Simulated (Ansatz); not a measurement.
# Tc of Mg-Hf-Hf-Mg stack of (111) layers from its phonons

What Tc do the phonons of Mg-Hf-Hf-Mg stack of (111) layers give, and how does it depend on μ*? The cell shown first is a relaxed one, from steps not shown here.

Program: Ansatz 0.2.0. Level of theory: DFT PBEsol, scalar-relativistic, plane waves, PAW; PAW set soft_1. Results are calculated unless marked as measured.

## (1) The cell after earlier relaxation steps

The cell holds 4 atoms: 2 Mg and 2 Hf. Cell: a = 3.117 Å, b = 3.117 Å, c = 39.312 Å, α = 90.0°, β = 90.0°, γ = 120.0°. Vacuum lies along c.

Structure file:

```cif
data_structure
_symmetry_space_group_name_H-M 'P 1'
_symmetry_Int_Tables_number 1
_cell_length_a 3.1166
_cell_length_b 3.1166
_cell_length_c 39.3118
_cell_angle_alpha 90.000
_cell_angle_beta 90.000
_cell_angle_gamma 120.000
_cell_volume 330.69
loop_
_atom_site_label
_atom_site_type_symbol
_atom_site_fract_x
_atom_site_fract_y
_atom_site_fract_z
_atom_site_occupancy
Mg1 Mg 0.00000 0.00000 0.13985 1
Hf2 Hf 0.33333 0.66667 0.20842 1
Hf3 Hf 0.66667 0.33333 0.26869 1
Mg4 Mg 0.00000 0.00000 0.33726 1
```

## (2) Resistivity: q 3×3×1, k 9×9×1, scattering 12×12×1

The run that gives the couplings also evaluates McMillan's and Allen and Dynes's formulas and, where asked, the Eliashberg equations, over a range of μ*.

Contents of input.yaml:

```yaml
crystal:
  lattice:
    - [3.1166011714, 0.0, 0.0]
    - [-1.5583005857, 2.6990557879, 0.0]
    - [0.0, 0.0, 39.3118247865]
  atoms:
    - { symbol: Mg, position: [0.0, 0.0, 0.1398480841] }
    - { symbol: Hf, position: [0.3333333333, 0.6666666667, 0.2084173806] }
    - { symbol: Hf, position: [0.6666666667, 0.3333333333, 0.2686886836] }
    - { symbol: Mg, position: [0.0, 0.0, 0.3372579801] }
  periodic: [true, true, false]
kpoints:
  mp_grid: { grid: [9, 9, 1] }
hamiltonian:
  xc: pbesol
  pseudopotentials: { kind: paw, azcp: { folder: soft_1 }, xc_functional: pbe }
scf:
  occupations: { method: methfessel_paxton, width: 0.2 }
output:
  eigenvalues: true
phonons:
  method: dfpt
  qmesh: [3, 3, 1]
  temperatures: { t_max: 1000, t_step: 50 }
  qpath:
    path:
      - [0.0, 0.0, 0.0]
      - [0.5, 0.0, 0.0]
      - [0.33333333, 0.33333333, 0.0]
      - [0.0, 0.0, 0.0]
    npoints: 10
  electrical_resistivity:
    mesh: [12, 12, 1]
    temperatures: [20.0, 50.0, 77.0, 100.0, 150.0, 200.0, 300.0, 400.0, 600.0, 800.0]
  superconductivity: { mesh: [12, 12, 1] }
```

Run with:

```console
$ ansatz run input.yaml --threads 4 --pin off --max-ram 12288MiB --backend cpu --events-out ev --progress --plain --runs-dir out
```

Then come: coupling and resistivity: scattering mesh 24×24×1; electron–phonon run: q 3×3×1, k 12×12×1, scattering 18×18×1. Settings of the main run: cutoff 420 eV, 12×12×1 k-mesh, Methfessel-Paxton occupations, smearing width 0.2 eV, 18×18×1 scattering mesh, 3×3×1 q-mesh, PAW set soft 1.

In doubt: the program doubts the meshes or the phonons of the coupling sums, which bears on λ, Tc and transport values.

What does the calculation give for the coupling constant λ, log mean phonon energy ħω_log and anisotropic Eliashberg Tc at μ* = 0.13?

Above the Debye range the phonon population grows as T, and so does the scattering: the resistivity is close to linear in T. In the last run (PBEsol, q 3×3×1, k 12×12×1, scattering 18×18×1), with λ = 1.2 and ħω_log = 6.51 meV, Tc at μ* = 0.13 is 5.8 K by McMillan's formula, 6.2 K by Allen and Dynes's and 6 K by the anisotropic Eliashberg equations. Raising μ* from 0.10 to 0.16 lowers the Allen–Dynes value from 7.2 to 5.4 K.

```
coupling constant λ                    : 1.17
log mean phonon energy ħω_log          : 6.51 meV
Allen–Dynes Tc at μ* = 0.1             : 7.16 K
Allen–Dynes Tc at μ* = 0.13            : 6.25 K
anisotropic Eliashberg Tc at μ* = 0.1  : 7.04 K
anisotropic Eliashberg Tc at μ* = 0.13 : 6 K
```

The mean gap at a quarter of Tc gives 2Δ/k_B Tc = 3.82, against 3.53 in weak-coupling theory. The gap spreads from 0.78 to 1.2 meV over nine tenths of the Fermi surface. By the run's own test λ is not converged in the fine mesh: it moves by 19 % between the two finest, and by up to 29 % in the other runs. The run's transport test calls it not converged in the mesh; ρ(300 K) moves by 19 % in the component that moves most. In 3 of the runs shown, the last among them, the interpolated phonons dip below zero somewhere, which the program warns of. Over the runs, λ takes the values 1.17, 1.27 and 1.17, in the order shown. No spin–orbit coupling, which matters for Hf. The structure is a hand-built model. μ* is a typed number, phonons are harmonic, and spin fluctuations are left out; at μ* = 0.13 McMillan's formula turns 1 % in λ into about 1.4 % in Tc.

[Logs are printed without paths, hosts, clocks, repeated set-up lines and the standing remarks that a program may print on its own settings, such as how far it seeks lower states.]

[Hosts, paths, dates, database ids (printed as entryN), source tags and the programs' standing remarks are cut or masked in the printed files.]
